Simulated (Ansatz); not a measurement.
# Na on Ta(110): change of the work function, part 3 of 3

Aim: the work function of Ta(110) at several coverages of Na (hollow site), and the dipole that each adsorbate carries.

Ansatz 0.2.0; plane-wave DFT, PBE, Ansatz PAW.

So far, work function, upper face (eV): step 2 (the clean slab) 4.77; step 3 (37 atoms, coverage 0.111 ML, cell 3x3) 3.13.

## (4) Adsorbate added, k-mesh 6×6×1, coverage 0.25 ML

System of this step: Na/Ta(110). The cell holds 17 atoms: 16 Ta and 1 Na. Cell: a = 5.733 Å, b = 5.733 Å, c = 28.006 Å, α = 90.0°, β = 90.0°, γ = 70.5°. Vacuum lies along c.

Another coverage, to see how the dipoles act on each other as their distance changes.

input.yaml

```yaml
crystal:
  lattice:
    - [4.6810468914, -3.31, 0.0]
    - [4.6810468914, 3.31, 0.0]
    - [0.0, 0.0, 28.0059202928]
  atoms:
    - { symbol: Ta, position: [0.0, 0.0, 0.3213606233] }
    - { symbol: Ta, position: [0.25, 0.25, 0.4049330759] }
    - { symbol: Ta, position: [0.0, 0.0, 0.4885911609] }
    - { symbol: Ta, position: [0.25, 0.25, 0.5689081775] }
    - { symbol: Ta, position: [0.0, 0.5, 0.3213606233] }
    - { symbol: Ta, position: [0.25, 0.75, 0.4049330759] }
    - { symbol: Ta, position: [0.0, 0.5, 0.4885911609] }
    - { symbol: Ta, position: [0.25, 0.75, 0.5689081775] }
    - { symbol: Ta, position: [0.5, 0.0, 0.3213606233] }
    - { symbol: Ta, position: [0.75, 0.25, 0.4049330759] }
    - { symbol: Ta, position: [0.5, 0.0, 0.4885911609] }
    - { symbol: Ta, position: [0.75, 0.25, 0.5689081775] }
    - { symbol: Ta, position: [0.5, 0.5, 0.3213606233] }
    - { symbol: Ta, position: [0.75, 0.75, 0.4049330759] }
    - { symbol: Ta, position: [0.5, 0.5, 0.4885911609] }
    - { symbol: Ta, position: [0.75, 0.75, 0.5689081775] }
    - { symbol: Na, position: [0.42, 0.42, 0.6786393767] }
kpoints:
  mp_grid: { grid: [6, 6, 1] }
hamiltonian:
  xc: pbe
scf:
  occupations: { method: fermi_dirac, width: 0.1 }
  convergence: { dr2_threshold: 1.0e-08 }
efield:
  axis: 3
  dipole_correction: true
  ramp_position: 0.97
  ramp_width: 0.06
relax:
  f_tol: 0.02
  max_steps: 60
  constraints: [{ sites: [0, 1, 4, 5, 8, 9, 12, 13] }]
output:
  dos: { projected: true, e_range: [-8, 4] }
  write_potential: true
  write_density: true
  volumetric_format: npy
  elf: true
```

Started as:

```bash
$ ansatz run input.yaml --threads 4 --pin off --max-ram 16384MiB --backend cpu --events-out ev --progress --plain --runs-dir out
```

Standard output:

```text
[...]
Crystal: 17 atoms, lattice volume = 867.862 Å³
Basis set: ecut = 420 eV, 17005 PW (Γ), exchange–correlation on 80×80×384 points (8 copies of the dense FFT grid, shifted against one another)
Bands: 131, of which v1, the nominal top of the filled ones, is band 109 counted from 1 (108 counted from 0)
Symmetry: 2 space group operations
[...]
k-points: 13 of 36 (time reversal used)
[...]
SCF iter   1: F=—  HF=-160394.466452 eV  |F-HF|=—  |Δ(HF+E_count)|=         —  Δρ=5.13e-3  dr2=8.09e0  ethr=1.77e-3  p=0.740 e·Å  D=1.54e-1 V/Å  ΔV_dip=-4.32 eV  dr2_dipole=6.27e0  V_vac-E_F(+/−)=0.72/5.04 eV  ⟨swp⟩=12.7  Hψ=9057  notcnv=0
[...]
SCF iter  10: F=-160394.238235 eV  HF=-160394.238235 eV  |F-HF|=2.74e-9  |Δ(HF+E_count)|=   3.47e-8  Δρ=3.85e-7  dr2=2.39e-9  ethr=4.61e-12  p=0.519 e·Å  D=1.08e-1 V/Å  ΔV_dip=-3.03 eV  dr2_dipole=4.48e-12  V_vac-E_F(+/−)=1.75/4.78 eV  ⟨swp⟩=13.9  Hψ=13016  notcnv=0
SCF 1 converged in 10 iterations: F = -160394.238235 eV  dr2 = 2.39e-9
[...]
relax step   1: F+E_penalty+E_count = -160394.23823461 eV  Δ(F+E_penalty+E_count) = +0.000e0 eV  max|allowed force component| = 5.487e-1 eV/Å  Δτ_max = 0.0000 Å  (10 SCF iters, accepted)
[...]
SCF iter   9: F=-160394.251865 eV  HF=-160394.251865 eV  |F-HF|=8.18e-9  |Δ(HF+E_count)|=   5.36e-8  Δρ=6.48e-7  dr2=7.54e-9  ethr=4.61e-12  p=0.503 e·Å  D=1.05e-1 V/Å  ΔV_dip=-2.94 eV  dr2_dipole=2.61e-12  V_vac-E_F(+/−)=1.84/4.78 eV  ⟨swp⟩=15.0  Hψ=13636  notcnv=0
SCF 2 converged in 9 iterations: F = -160394.251865 eV  dr2 = 7.54e-9
[...]
relax step   2: F+E_penalty+E_count = -160394.25186455 eV  Δ(F+E_penalty+E_count) = -1.363e-2 eV  max|allowed force component| = 6.281e-1 eV/Å  Δτ_max = 0.1951 Å  (9 SCF iters, accepted)
[...]
SCF iter   9: F=-160394.347402 eV  HF=-160394.347402 eV  |F-HF|=2.50e-9  |Δ(HF+E_count)|=   3.64e-8  Δρ=3.36e-7  dr2=2.57e-9  ethr=4.61e-12  p=0.488 e·Å  D=1.02e-1 V/Å  ΔV_dip=-2.85 eV  dr2_dipole=1.17e-10  V_vac-E_F(+/−)=1.93/4.78 eV  ⟨swp⟩=12.8  Hψ=12434  notcnv=0
SCF 3 converged in 9 iterations: F = -160394.347402 eV  dr2 = 2.57e-9
relax step   3: F+E_penalty+E_count = -160394.34740190 eV  Δ(F+E_penalty+E_count) = -9.554e-2 eV  max|allowed force component| = 1.109e-1 eV/Å  Δτ_max = 0.1817 Å  (9 SCF iters, accepted)
[...]
relax step   4: F+E_penalty+E_count = -160394.35259152 eV  Δ(F+E_penalty+E_count) = -5.190e-3 eV  max|allowed force component| = 3.965e-2 eV/Å  Δτ_max = 0.0781 Å  (8 SCF iters, accepted)
[...]
relax step   5: F+E_penalty+E_count = -160394.35534793 eV  Δ(F+E_penalty+E_count) = -2.756e-3 eV  max|allowed force component| = 3.193e-2 eV/Å  Δτ_max = 0.0707 Å  (7 SCF iters, accepted)
[...]
relax step   6: F+E_penalty+E_count = -160394.36107975 eV  Δ(F+E_penalty+E_count) = -5.732e-3 eV  max|allowed force component| = 2.399e-2 eV/Å  Δτ_max = 0.1989 Å  (8 SCF iters, accepted)
[...]
relax step   7: F+E_penalty+E_count = -160394.36445429 eV  Δ(F+E_penalty+E_count) = -3.375e-3 eV  max|allowed force component| = 1.311e-2 eV/Å  Δτ_max = 0.1963 Å  (8 SCF iters, accepted)
[...]
relax step   8: F+E_penalty+E_count = -160394.36554998 eV  Δ(F+E_penalty+E_count) = -1.096e-3 eV  max|allowed force component| = 2.741e-2 eV/Å  Δτ_max = 0.1951 Å  (8 SCF iters, accepted)
[...]
relax step   9: F+E_penalty+E_count = -160394.36562989 eV  Δ(F+E_penalty+E_count) = -7.991e-5 eV  max|allowed force component| = 4.254e-2 eV/Å  Δτ_max = 0.0500 Å  (7 SCF iters, accepted)
SCF iter   1: F=—  HF=-160394.365850 eV  |F-HF|=—  |Δ(HF+E_count)|=         —  Δρ=1.78e-4  dr2=4.19e-4  ethr=2.19e-6  p=0.477 e·Å  D=9.95e-2 V/Å  ΔV_dip=-2.79 eV  dr2_dipole=2.26e-5  V_vac-E_F(+/−)=1.99/4.78 eV  ⟨swp⟩=3.2  Hψ=3149  notcnv=0
[...]
SCF iter   6: F=-160394.365808 eV  HF=-160394.365808 eV  |F-HF|=3.96e-9  |Δ(HF+E_count)|=   3.20e-8  Δρ=5.71e-7  dr2=6.55e-9  ethr=4.61e-12  p=0.478 e·Å  D=9.96e-2 V/Å  ΔV_dip=-2.79 eV  dr2_dipole=2.54e-10  V_vac-E_F(+/−)=1.99/4.78 eV  ⟨swp⟩=11.2  Hψ=14417  notcnv=0
SCF 10 converged in 6 iterations: F = -160394.365808 eV  dr2 = 6.55e-9
relax step  10: F+E_penalty+E_count = -160394.36580825 eV  Δ(F+E_penalty+E_count) = -1.784e-4 eV  max|allowed force component| = 8.092e-3 eV/Å  Δτ_max = 0.0202 Å  (6 SCF iters, accepted)
[...]
SCF converged after 6 iterations
Free energy (F): -160394.365808 eV
[...]
Internal energy: -160393.621403 eV  (E = F + TS)
E sigma→0 (E₀):  -160393.993606 eV
Entropy (-TS):   -0.744405 eV (-43.789 meV/atom)
Fermi energy:    4.280220 eV
Dipole field:    D = 0.099626 V/Å  (p = 0.477817 e·Å, saw-weighted, corrected)
Work function:   Φ+ = 1.9924 eV   Φ− = 4.7825 eV
[...]
--- Forces (eV/Å), atoms counted from 1 ---
  atom   1  Ta     0.00011687     0.00000000     0.40531591
  atom   2  Ta    -0.00180097     0.00000000    -0.41352551
  atom   3  Ta     0.00643967     0.00000000     0.00352044
  atom   4  Ta    -0.00242727     0.00000000     0.00483231
  atom   5  Ta     0.00001381    -0.00015886     0.41595100
  atom   6  Ta    -0.00030147    -0.03251435    -0.42356833
  atom   7  Ta     0.00354800    -0.00623151     0.00282040
  atom   8  Ta    -0.00227958     0.00120532    -0.00658890
  atom   9  Ta     0.00001381     0.00015886     0.41595100
  atom  10  Ta    -0.00030147     0.03251435    -0.42356833
  atom  11  Ta     0.00354800     0.00623151     0.00282040
  atom  12  Ta    -0.00227958    -0.00120532    -0.00658890
  atom  13  Ta    -0.00018618     0.00000000     0.43536067
  atom  14  Ta     0.00109685     0.00000000    -0.41450589
  atom  15  Ta    -0.00337905     0.00000000    -0.00282716
  atom  16  Ta    -0.00209395     0.00000000     0.00809224
  atom  17  Na     0.00026413     0.00000000    -0.00349638
  max |Σ_I F_I| component: 8.40e-6 eV/Å
--- Band table (eV; the first three rows and the last of 13) ---
  k-point 0: bands = [... 105 lower, 4.4254, 4.5539, 4.6793, 4.8025, 5.0999, 5.3229, 5.3478, 5.4154, ... 18 higher]
  k-point 1: bands = [... 105 lower, 4.2225, 4.3553, 4.6074, 4.7751, 4.8102, 4.9438, 5.0138, 5.0667, ... 18 higher]
  k-point 2: bands = [... 105 lower, 4.0089, 4.0920, 4.1051, 4.1201, 4.2250, 4.2805, 4.3531, 4.4298, ... 18 higher]
  k-point 12: bands = [... 105 lower, 4.2621, 4.3887, 4.4157, 4.4317, 4.4362, 4.4393, 4.5210, 4.6682, ... 18 higher]
--- Relaxed structure (10 steps of the walk, 10 accepted, 0 SCFs on fresh bases) ---
  F+E_penalty+E_count = -160394.36580825 eV   max|allowed force component| = 8.092e-3 eV/Å
  atoms:
    - { symbol: Ta, position: [0.0, 0.0, 0.321361] }
    - { symbol: Ta, position: [0.25, 0.25, 0.404933] }
    - { symbol: Ta, position: [-3.116839e-5, -3.116839e-5, 0.487758] }
    - { symbol: Ta, position: [0.251179, 0.251179, 0.570647] }
    - { symbol: Ta, position: [0.0, 0.5, 0.321361] }
    - { symbol: Ta, position: [0.250000, 0.75, 0.404933] }
    - { symbol: Ta, position: [-9.494254e-5, 0.500054, 0.488795] }
    - { symbol: Ta, position: [0.246803, 0.753418, 0.569295] }
    - { symbol: Ta, position: [0.5, 0.0, 0.321361] }
    - { symbol: Ta, position: [0.75, 0.250000, 0.404933] }
    - { symbol: Ta, position: [0.500054, -9.494254e-5, 0.488795] }
    - { symbol: Ta, position: [0.753418, 0.246803, 0.569295] }
    - { symbol: Ta, position: [0.5, 0.5, 0.321361] }
    - { symbol: Ta, position: [0.75, 0.75, 0.404933] }
    - { symbol: Ta, position: [0.500013, 0.500013, 0.488695] }
    - { symbol: Ta, position: [0.749036, 0.749036, 0.570659] }
    - { symbol: Na, position: [0.499550, 0.499550, 0.667932] }
```

The job ended after 7.4 min (4 threads of Arm Neoverse V1, shared host; peak memory 3.1 GiB; 29 min of CPU time).

The steps of the relaxation:

| step | energy less that of the first step (eV) | largest force component (eV/Å) |
| --- | --- | --- |
| 1 | 0.0000 | 0.5487 |
| 2 | -0.0136 | 0.6281 |
| 3 | -0.1092 | 0.1109 |
| 4 | -0.1144 | 0.0396 |
| 5 | -0.1171 | 0.0319 |
| 6 | -0.1228 | 0.0240 |
| 7 | -0.1262 | 0.0131 |
| 8 | -0.1273 | 0.0274 |
| 9 | -0.1274 | 0.0425 |
| 10 | -0.1276 | 0.0081 |

Forces are held to the 2 operations that the program found; a distortion that breaks them can't arise in this run.

The atoms that moved most (Å):

| atom | dx | dy | dz | length |
| --- | --- | --- | --- | --- |
| Na17 | 0.745 | 0.000 | -0.300 | 0.803 |
| Ta4 | 0.011 | 0.000 | 0.049 | 0.050 |
| Ta16 | -0.009 | 0.000 | 0.049 | 0.050 |
| Ta12 | 0.001 | -0.022 | 0.011 | 0.024 |
| Ta8 | 0.001 | 0.022 | 0.011 | 0.024 |
| Ta3 | 0.000 | 0.000 | -0.023 | 0.023 |
| Ta11 | 0.000 | 0.000 | 0.006 | 0.006 |
| Ta7 | 0.000 | 0.000 | 0.006 | 0.006 |

Final coordinates:

```
Ta Na
1.0
     4.68105   -3.31000    0.00000
     4.68105    3.31000    0.00000
     0.00000    0.00000   28.00592
Ta Na
16 1
Direct
  0.00000 0.00000 0.32136
  0.25000 0.25000 0.40493
  0.99997 0.99997 0.48776
  0.25118 0.25118 0.57065
  0.00000 0.50000 0.32136
  0.25000 0.75000 0.40493
  0.99991 0.50005 0.48880
  0.24680 0.75342 0.56929
  0.50000 0.00000 0.32136
  0.75000 0.25000 0.40493
  0.50005 0.99991 0.48880
  0.75342 0.24680 0.56929
  0.50000 0.50000 0.32136
  0.75000 0.75000 0.40493
  0.50001 0.50001 0.48870
  0.74904 0.74904 0.57066
  0.49955 0.49955 0.66793
```

Read from the output:

- energy at zero smearing: -160393.9936 eV
- work function, upper face: 1.992 eV
- work function, lower face: 4.782 eV
- dipole along the normal: 0.4778 e·Å
- step between the vacuum levels: -2.790 eV

Running mean over 2.341 Å of the planar mean; the ramp of the sawtooth is left out. Electron's electrostatic potential energy less the Fermi level against z:

| z (Å) | electron's electrostatic potential energy less the Fermi level (eV) |
| --- | --- |
| 4 | 4.78 |
| 5 | 4.76 |
| 6 | 4.59 |
| 7 | 2.95 |
| 8 | -5.21 |
| 9 | -10.1 |
| 10 | -10.0 |
| 11 | -9.97 |
| 12 | -9.97 |
| 13 | -9.97 |
| 14 | -10.2 |
| 15 | -10.6 |
| 16 | -10.1 |
| 17 | -5.18 |
| 18 | 0.915 |
| 19 | 1.19 |
| 20 | 1.50 |
| 21 | 1.92 |
| 22 | 1.98 |
| 23 | 1.99 |
| 24 | 1.99 |

The density of states has structure finer than the step of the table below, so its rows give means over 0.25 eV. Peaks (eV: height): -1.560: 46.5, -1.470: 43.9, -1.230: 44.0, -1.140: 31.9, -1.050: 34.7, -0.780: 29.7, -0.300: 30.0.

The density of states by energy, zero at the Fermi level; means over each step:

energy (eV), density of states (states/eV a cell) and a bar:
```
    -7.75        0.0 
    -7.50        0.2 
    -7.25        0.9 #
    -7.00        0.9 #
    -6.75        0.9 #
    -6.50        0.9 #
    -6.25        1.7 ##
    -6.00        2.3 ##
    -5.75        2.4 ##
    -5.50        2.5 ##
    -5.25        1.5 #
    -5.00        3.5 ###
    -4.75        4.6 ####
    -4.50        4.2 ####
    -4.25        6.9 ######
    -4.00        9.9 #########
    -3.75       11.4 ##########
    -3.50        9.4 ########
    -3.25       14.6 #############
    -3.00       18.3 ################
    -2.75       15.4 ##############
    -2.50       10.7 ##########
    -2.25       10.3 #########
    -2.00        7.5 #######
    -1.75        6.2 ######
    -1.50       33.4 ##############################
    -1.25       33.0 ##############################
    -1.00       24.7 ######################
    -0.75       25.2 #######################
    -0.50       23.0 #####################
    -0.25       26.0 #######################
     0.00       23.2 #####################
     0.25       18.5 #################
     0.50       11.6 ##########
     0.75       13.2 ############
     1.00       14.4 #############
     1.25       12.4 ###########
     1.50       12.1 ###########
     1.75       11.9 ###########
```

Projected DOS per atom over height of the atomic layer and energy from the Fermi level. Layers: Ta4 Ta4 Ta4 Ta4 Na from below.

Values in states/eV, 22 rows by 5 columns, each cell a mean:
```
0.90 0.45 0.39 0.82 0.47
0.68 0.50 0.49 0.91 0.75
0.81 0.43 0.50 0.94 0.56
1.15 0.69 0.68 1.00 0.19
1.72 1.27 1.29 1.55 0.12
2.02 1.27 1.14 1.47 0.15
1.74 1.47 1.38 1.90 0.46
1.47 1.74 1.86 1.86 0.54
0.40 0.33 0.35 0.52 0.03
0.69 0.66 0.61 0.69 0.02
0.92 1.13 1.13 0.89 0.02
0.77 0.94 0.99 0.85 0.03
0.51 0.74 0.77 0.55 0.03
0.34 0.52 0.57 0.37 0.03
0.27 0.30 0.31 0.28 0.02
0.15 0.16 0.16 0.16 0.01
0.14 0.15 0.15 0.15 0.01
0.12 0.15 0.15 0.13 0.01
0.05 0.09 0.09 0.05 0.00
0.03 0.08 0.08 0.04 0.00
0.02 0.05 0.06 0.02 0.00
0.00 0.00 0.00 0.00 0.00
```
Columns: height of the atomic layer (Å) from 9 to 18.7 (not evenly spaced); rows upwards: energy from the Fermi level (eV) from -7.96 to 1.84.

ELF in the ca plane at fractional y = 0.500, with atoms of Ta and Na within 0.2 Å of it. It is the smooth field of the valence electrons, not physical close to the nuclei.

Ten even steps from '0' (0.00) to '9' (0.68), each cell a mean:
```
96477556538869736755678765422100000000000000
73476456634897346544567765432110000000000000
34665446753343466544567765322111000000000000
56764445775444676544567641000111100000000000
44665446753343466544577410100001110000000000
74476456635897346544676126751001210000000000
96477556538869736655685167684000211000000000
87477566549638736765784166485000111000000000
95476556537999536655685147873000211000000000
53565446643665356544577212420001110000000000
45664446775334576544567520000011100000000000
45664446775334576544567753111111000000000000
53565446643564356544567765432210000000000000
95476556537999536655677765432100000000000000
87477566549628736765678765321100000000000000
```
Columns run along c (16.0 Å, from fractional 0.33 to 0.90 of the cell), rows up along a (5.7 Å). Atoms in or near the plane, at fractional coordinates: Ta at (0.49, 0.00), Ta at (0.49, 0.50), Na at (0.67, 0.50).

Valence density in the ca plane at fractional y = 0.500, with atoms of Ta and Na within 0.2 Å of it. It is the smooth field of the valence electrons, not physical close to the nuclei.

Ten steps, logarithmic in the rise over the least value, from '0' (0 e/Å³) to '9' (16 e/Å³), each cell a mean:
```
65222111235776522211110000000000000000000000
53222222224565322221110000000000000000000000
22222222222332222222110000000000000000000000
22112222212222222222110000000000000000000000
22222222222332222222111000000000000000000000
53222222224565322221111024530000000000000000
65222111235776522111111158962000000000000000
75221111236777522111111159972000000000000000
64222222225666422211111137751000000000000000
42222222223444222222111012210000000000000000
22112222222222222222110000000000000000000000
22112222222222222222110000000000000000000000
42222222223444222222110000000000000000000000
64222222225676422221110000000000000000000000
75221111236777522211110000000000000000000000
```
Columns run along c (16.0 Å, from fractional 0.33 to 0.90 of the cell), rows up along a (5.7 Å). Atoms in or near the plane, at fractional coordinates: Ta at (0.49, 0.00), Ta at (0.49, 0.50), Na at (0.67, 0.50).

Electrostatic potential energy in the ca plane at fractional y = 0.500, with atoms of Ta and Na within 0.2 Å of it. With pseudopotentials it is smooth inside the atoms' cores, unlike the true potential.

Ten even steps from '0' (-49 eV) to '9' (8 eV), each cell a mean:
```
04899999973000489999999999999999999999999999
46899999986324789999999999999999999999999999
78999889998777899988999999999999999999999999
89998889999888999988999999999999999999999999
78999889998777899988999999889999999999999999
46899999986324689999999986578999999999999999
04899999973000489999999961038899999999999999
04799999962000479999999850027899999999999999
25899999974102589999999974258999999999999999
68999889987556899999999998888999999999999999
89999889999888999988999999999999999999999999
89999889999888999988999999999999999999999999
68999889987556899989999999999999999999999999
25899999974102589999999999999999999999999999
04799999962000479999999999999999999999999999
```
Columns run along c (16.0 Å, from fractional 0.33 to 0.90 of the cell; values clipped at the 3rd and 97th percentile), rows up along a (5.7 Å). Atoms in or near the plane, at fractional coordinates: Ta at (0.49, 0.00), Ta at (0.49, 0.50), Na at (0.67, 0.50).

The relaxation took 10 steps and lowered the energy by 0.13 eV; the largest force on the free atoms ends at 0.0081 eV/Å.

By hand: a sheet of dipoles makes a step −p/(ε₀A) in the electron's potential. With e/ε₀ = 180.95 V·Å, p = 0.4778 e·Å and A = 30.99 Å², that is −180.95 × (0.4778) / 30.99 = -2.790 eV, and the two vacuum levels of the run differ by -2.790 eV.

The covered face has 1.99 eV, -2.77 eV against the clean one; the bare back face has moved by -0.04 eV, a measure of how thin the slab is.

## (5) Work function against coverage

This step: plane-wave DFT, PBE, Ansatz PAW; work function against coverage (Ansatz 0.2.0).

The runs are now put side by side.

Numbers from this step:

* work function of the clean face: 4.767 eV
* largest change of the work function: -2.774 eV

Work function of the covered face against coverage:

| coverage (adsorbates/nm²) | work function of the covered face (eV) |
| --- | --- |
| 0.00 | 4.77 |
| 1.43 | 3.13 |
| 3.23 | 1.99 |

The dipole per adsorbate comes from the change of the cell's dipole. Coverage, by row:

```csv
coverage (1/nm²),coverage (ML),work function (eV),change (eV),"dipole per adsorbate, positive end outwards (debye)",mean height of the added atoms over the highest substrate atom (Å)
1.434,0.1111,3.129,-1.638,3.004,2.787
3.227,0.25,1.992,-2.774,2.253,2.724
```

## (6) What came out

```yaml
work_function_of_the_clean_face: 4.77 eV
work_function_at_0p11_ml: 3.13 eV
work_function_at_0p25_ml: 1.99 eV
dipole_per_adsorbate_at_0p11_ml_positive_end_outwards: 3.00 D
```

Na lowers the work function of Ta(110) at the lowest coverage, by 1.64 eV: the adsorbate layer has its positive end outwards. The slab has 4 layers, at the tabulated experimental lattice constant, one starting site was run, and quantum-size effects of a slab this thin can reach one or two tenths of an eV.

[Long decimals in the printed logs are rounded to 6 places.]

[Logs are printed without paths, hosts, clocks, repeated set-up lines and the standing remarks that a program may print on its own settings, such as how far it seeks lower states.]

[Hosts, paths, dates, database ids (printed as entryN), source tags and the programs' standing remarks are cut or masked in the printed files.]

[Maps of the electrostatic potential energy from Ansatz leave out the sawtooth potential of an applied field or a dipole correction, so their vacuum need not be flat; planar profiles and work functions include it.]

[The density of states shown here was stored with 400 of the rows of the run's finer table, so its peaks can read low, often by over a quarter, or be missed, and its means over a window can be off by a tenth or more.]
